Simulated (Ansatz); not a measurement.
# BaLiBr3: relaxing a made-up structure, part 2 of 2

This structure for BaLiBr3 is made up. Its elements were placed in a known structure type with a cell scaled to their sizes. What cell does the guess relax to, and how far off was it?

Ansatz 0.2.0; DFT, PBE, plane-wave PAW, files of the set soft_1, scalar-relativistic, no spin, cell and ions relaxed at zero pressure; PAW set soft_1 (the session's first sound run).

So far: Set-up; Relaxing cell and atoms; Bands of the relaxed cell. The relaxed cell has a = 5.209 Å (conventional setting).

## (3) Bands of the relaxed cell (continued)

Level of this step: DFT, PBE, plane-wave PAW, files of the set soft_1, scalar-relativistic, no spin, bands and density of states at the relaxed cell; PAW set soft_1 (Ansatz).

From bands.tsv. Electronic bands along the path, in eV, zero at the valence top; v1 is the highest filled band, c1 the lowest empty one:

| point | v4 | v3 | v2 | v1 | c1 | c2 | c3 | c4 |
| --- | --- | --- | --- | --- | --- | --- | --- | --- |
| Γ | -0.92 | -0.12 | -0.12 | -0.12 | 3.52 | 3.52 | 3.77 | 4.48 |
| 0.46 of the way | -1.07 | -0.65 | -0.28 | -0.28 | 3.96 | 4.17 | 4.59 | 4.60 |
| X | -1.27 | -1.27 | -0.49 | -0.49 | 4.75 | 4.75 | 5.11 | 6.07 |
| 0.54 of the way | -1.39 | -0.92 | -0.41 | -0.33 | 5.09 | 5.31 | 5.41 | 5.43 |
| M | -1.36 | -1.36 | -0.14 | -0.06 | 5.02 | 5.09 | 6.15 | 6.20 |
| 0.46 of the way | -1.15 | -0.74 | -0.65 | -0.12 | 4.43 | 4.77 | 5.18 | 5.32 |
| Γ | -0.92 | -0.12 | -0.12 | -0.12 | 3.52 | 3.52 | 3.77 | 4.48 |
| 0.46 of the way | -1.52 | -0.55 | -0.18 | -0.18 | 4.49 | 4.49 | 4.65 | 5.78 |
| R | -0.12 | 0.00 | 0.00 | 0.00 | 4.46 | 4.46 | 4.46 | 4.91 |
| 0.46 of the way | -0.56 | -0.45 | -0.32 | -0.26 | 4.87 | 5.05 | 5.34 | 5.37 |
| X | -1.27 | -1.27 | -0.49 | -0.49 | 4.75 | 4.75 | 5.11 | 6.07 |
| jump to M | -1.36 | -1.36 | -0.14 | -0.06 | 5.02 | 5.09 | 6.15 | 6.20 |
| 0.46 of the way | -0.59 | -0.59 | -0.13 | -0.04 | 4.82 | 5.26 | 5.27 | 5.27 |
| R | -0.12 | 0.00 | 0.00 | 0.00 | 4.46 | 4.46 | 4.46 | 4.91 |

Counts of states for the cell as run, both spins, by energy window (eV from the valence-band top):

```csv
from,to,total
-8,-7,0.00
-7,-6,0.00
-6,-5,0.00
-5,-4,0.00
-4,-3,0.28
-3,-2,5.50
-2,-1,5.49
-1,0,6.73
0,1,0.00
1,2,0.00
2,3,0.00
3,4,0.14
4,5,4.10
5,6,5.88
6,7,2.03
7,8,4.78
```

A further 16.0 states lie below the table's range.

Valence density in the ac plane at fractional y = 0.500, with atoms of Br and Li within 0.2 Å of it. It is the smooth field of the valence electrons, not physical close to the nuclei.

Values in e/Å³, 14 rows by 14 columns, each cell a mean:
```
0.0 0.0 0.1 0.2 0.5 1.0 0.8 0.5 1.0 0.8 0.3 0.1 0.0 0.0
0.0 0.0 0.0 0.1 0.3 0.7 1.1 1.1 1.0 0.5 0.2 0.1 0.0 0.0
0.1 0.1 0.1 0.1 0.1 0.3 0.5 0.6 0.4 0.2 0.1 0.1 0.1 0.1
0.3 0.2 0.1 0.1 0.1 0.1 0.2 0.2 0.2 0.1 0.1 0.1 0.2 0.3
0.9 0.7 0.4 0.1 0.1 0.1 0.1 0.1 0.1 0.1 0.1 0.2 0.5 0.8
0.9 1.1 0.7 0.3 0.1 0.1 0.9 1.6 0.4 0.1 0.2 0.4 1.0 1.0
0.1 1.0 0.9 0.3 0.1 0.3 3.9 6.3 1.6 0.1 0.2 0.6 1.1 0.5
0.5 1.1 0.8 0.3 0.1 0.2 2.4 3.9 0.9 0.1 0.2 0.5 1.1 0.8
1.1 0.9 0.5 0.2 0.1 0.1 0.2 0.3 0.1 0.1 0.1 0.3 0.7 1.0
0.6 0.4 0.2 0.1 0.1 0.1 0.1 0.1 0.1 0.1 0.1 0.1 0.3 0.5
0.2 0.1 0.1 0.1 0.1 0.2 0.3 0.3 0.3 0.1 0.1 0.1 0.1 0.2
0.1 0.0 0.1 0.1 0.2 0.5 0.8 0.9 0.7 0.4 0.1 0.1 0.0 0.1
0.0 0.0 0.0 0.1 0.4 0.9 1.1 1.0 1.1 0.7 0.2 0.1 0.0 0.0
0.0 0.0 0.1 0.2 0.6 1.1 0.5 0.1 0.9 0.9 0.3 0.1 0.0 0.0
```
Columns run along a (5.2 Å), rows up along c (5.2 Å). Atoms in or near the plane, at fractional coordinates: Br at (0.50, 0.00), Br at (0.00, 0.50), Li at (0.50, 0.50).

ELF in the ac plane at fractional y = 0.500, with atoms of Br and Li within 0.2 Å of it. It is the smooth field of the valence electrons, not physical close to the nuclei.

Values, 14 rows by 14 columns, each cell a mean:
```
0.02 0.03 0.20 0.61 0.83 0.82 0.37 0.19 0.63 0.87 0.76 0.41 0.08 0.02
0.10 0.06 0.08 0.36 0.73 0.86 0.84 0.81 0.86 0.82 0.58 0.18 0.05 0.08
0.47 0.30 0.10 0.11 0.42 0.74 0.85 0.86 0.81 0.62 0.24 0.08 0.18 0.41
0.78 0.70 0.42 0.13 0.13 0.37 0.57 0.60 0.49 0.23 0.09 0.24 0.58 0.76
0.86 0.86 0.75 0.43 0.12 0.06 0.08 0.08 0.07 0.07 0.23 0.62 0.82 0.87
0.49 0.78 0.86 0.71 0.24 0.04 0.30 0.45 0.13 0.07 0.49 0.81 0.86 0.63
0.03 0.54 0.88 0.80 0.30 0.12 0.80 0.96 0.45 0.08 0.60 0.86 0.81 0.19
0.18 0.65 0.88 0.77 0.28 0.07 0.60 0.80 0.30 0.08 0.57 0.85 0.84 0.37
0.77 0.86 0.83 0.59 0.18 0.03 0.07 0.12 0.04 0.06 0.37 0.74 0.86 0.82
0.85 0.80 0.61 0.25 0.09 0.18 0.28 0.30 0.24 0.12 0.13 0.42 0.73 0.83
0.66 0.51 0.22 0.09 0.25 0.59 0.77 0.80 0.71 0.43 0.13 0.11 0.36 0.61
0.25 0.13 0.07 0.22 0.61 0.83 0.88 0.88 0.86 0.75 0.42 0.10 0.08 0.20
0.04 0.04 0.13 0.51 0.80 0.86 0.65 0.54 0.78 0.86 0.70 0.30 0.06 0.03
0.01 0.04 0.25 0.66 0.85 0.77 0.18 0.03 0.49 0.86 0.78 0.47 0.10 0.02
```
Columns run along a (5.2 Å), rows up along c (5.2 Å). Atoms in or near the plane, at fractional coordinates: Br at (0.50, 0.00), Br at (0.00, 0.50), Li at (0.50, 0.50).

Electrostatic potential energy in the ac plane at fractional y = 0.500, with atoms of Br and Li within 0.2 Å of it. With pseudopotentials it is smooth inside the atoms' cores, unlike the true potential.

Ten even steps from '0' (-59 eV) to '9' (10 eV), each cell a mean:
```
99998400279999
99999744689999
99999988999999
99999999999999
67999998999987
13799866799962
01699743689840
02799854699840
36899987899974
89999999999998
99999999999999
99999876799999
99999621379999
99998300169999
```
Columns run along a (5.2 Å; values clipped at the 3rd and 97th percentile), rows up along c (5.2 Å). Atoms in or near the plane, at fractional coordinates: Br at (0.50, 0.00), Br at (0.00, 0.50), Li at (0.50, 0.50).

## (4) What came out

| Property | Result |
| --- | --- |
| space group, relaxed | Pm-3m |
| conventional cell | a = 5.209, b = 5.209, c = 5.209 Å; α = 90.0°, β = 90.0°, γ = 90.0° |
| volume per atom | 28.27 Å³ (guess 25.48) |

In words: BaLiBr3 relaxes to Pm-3m with a = 5.209, b = 5.209 and c = 5.209 Å. The guessed volume was 10 % too small. The space group Pm-3m was held in the relaxation, so the end point is a stationary structure within it and may be a saddle against distortions or other arrangements. It has an indirect Kohn–Sham gap of 3.52 eV, which semilocal functionals understate. On the 6×6×6 mesh with the narrower smearing (relaxed on 5×5×5) the forces vanish, as symmetry may demand, and the largest stress component is 0.024 GPa, within the relaxation's thresholds of 0.015 eV/Å and 0.05 GPa. The cutoff wasn't tested. Spin-orbit coupling is left out, which can matter for elements this heavy. No dispersion term is used, so weakly bound directions may come out too long. Nothing here tests whether the compound is stable against decomposition.

[Logs are printed without paths, hosts, clocks, repeated set-up lines and the standing remarks that a program may print on its own settings, such as how far it seeks lower states.]

[Hosts, paths, dates, database ids (printed as entryN), source tags and the programs' standing remarks are cut or masked in the printed files.]
